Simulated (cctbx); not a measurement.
**HoBPb2 with cctbx, script by script**

Library: cctbx 2025.11.

## 1. Energy scan

run.py:

```python
from cctbx import adptbx, crystal, miller, xray
from cctbx.array_family import flex
from cctbx.eltbx import sasaki

cs = crystal.symmetry(unit_cell=(6.237, 6.237, 9.243, 90, 90, 120), space_group_symbol='Hall: P 62 2 (0 0 4)')  # P6_222
atoms = [  # label, site, U (iso, or U11 U22 U33 U12 U13 U23 in A^2), occupancy
    ("Pb1", (0.3159, 0.15795, 0.16667), 0.0067, 1),
    ("Ho1", (0, 0.5, 0.16667), 0.0085, 1),
    ("B1", (0, 0.5, 2/3), 0.0170, 1),
]
xs = xray.structure(crystal_symmetry=cs)
for label, site, u, occ in atoms:
    u = adptbx.u_cif_as_u_star(cs.unit_cell(), u) if isinstance(u, tuple) else u
    xs.add_scatterer(xray.scatterer(label, site=site, u=u, occupancy=occ))
hkl = [(0, 0, 3), (1, 1, 1), (2, 1, 0), (1, 0, 1)]
ms = miller.set(cs, flex.miller_index(hkl + [tuple(-v for v in h) for h in hkl]), anomalous_flag=True)
print("E (eV)    f'(Pb)   f''   " + "".join("%16s" % ("|F|" + " ".join(map(str, h))) for h in hkl))
for e in [12435, 12785, 12915, 12975, 13005, 13020, 13027, 13031, 13039, 13043, 13050, 13065, 13095, 13185, 13435]:
    xs.set_inelastic_form_factors(12398.42 / e, "sasaki")
    t = sasaki.table("Pb").at_ev(e)
    f = flex.abs(ms.structure_factors_from_scatterers(xs, algorithm="direct").f_calc().data())
    n = len(hkl)
    print("%7.0f %7.2f %6.2f  " % (e, t.fp(), t.fdp()) + "".join("%9.1f/%6.1f" % (f[k], f[k + n]) for k in range(n)))
```

```console
$ python run.py
```

```text
E (eV)    f'(Pb)   f''           |F|0 0 3        |F|1 1 1        |F|2 1 0        |F|1 0 1
  12435   -9.11   4.25      536.0/ 536.0    352.2/ 352.2     38.9/  38.9     18.0/  18.0
  12785  -10.79   4.06      526.4/ 526.4    345.8/ 345.8     39.4/  39.4     14.8/  14.8
  12915  -12.18   4.00      518.3/ 518.3    340.5/ 340.5     39.8/  39.8     12.5/  12.5
  12975  -13.51   3.97      510.5/ 510.5    335.3/ 335.3     40.1/  40.1     10.5/  10.5
  13005  -14.82   3.95      502.8/ 502.8    330.2/ 330.2     40.4/  40.4      9.0/   9.0
  13020  -16.11   3.95      495.2/ 495.2    325.2/ 325.2     40.7/  40.7      8.0/   8.0
  13027  -17.24   3.94      488.6/ 488.6    320.8/ 320.8     40.9/  40.9      7.6/   7.6
  13031  -18.40   3.94      481.7/ 481.7    316.3/ 316.3     41.2/  41.2      7.9/   7.9
  13039  -19.46  10.13      480.4/ 480.4    315.5/ 315.5     41.3/  41.3      5.7/   5.7
  13043  -17.74  10.12      490.4/ 490.4    322.1/ 322.1     40.9/  40.9      4.1/   4.1
  13050  -16.37  10.11      498.5/ 498.5    327.4/ 327.4     40.6/  40.6      4.4/   4.4
  13065  -14.92  10.09      506.9/ 506.9    333.0/ 333.0     40.2/  40.2      6.0/   6.0
  13095  -13.50  10.05      515.2/ 515.2    338.4/ 338.4     39.9/  39.9      8.2/   8.2
  13185  -11.65   9.94      525.9/ 525.9    345.5/ 345.5     39.5/  39.5     11.3/  11.3
  13435   -9.74   9.63      537.0/ 537.0    352.8/ 352.8     39.2/  39.2     14.5/  14.5
```

It took 0.3 s on 1 thread of Intel(R) Xeon(R) Platinum 8259CL CPU @ 2.50GHz (Skylake/Cascade Lake), on a shared host, peak memory 0.07 GiB.

[Logs are printed without paths, hosts, clocks, repeated set-up lines and the standing remarks that a program may print on its own settings, such as how far it seeks lower states.]
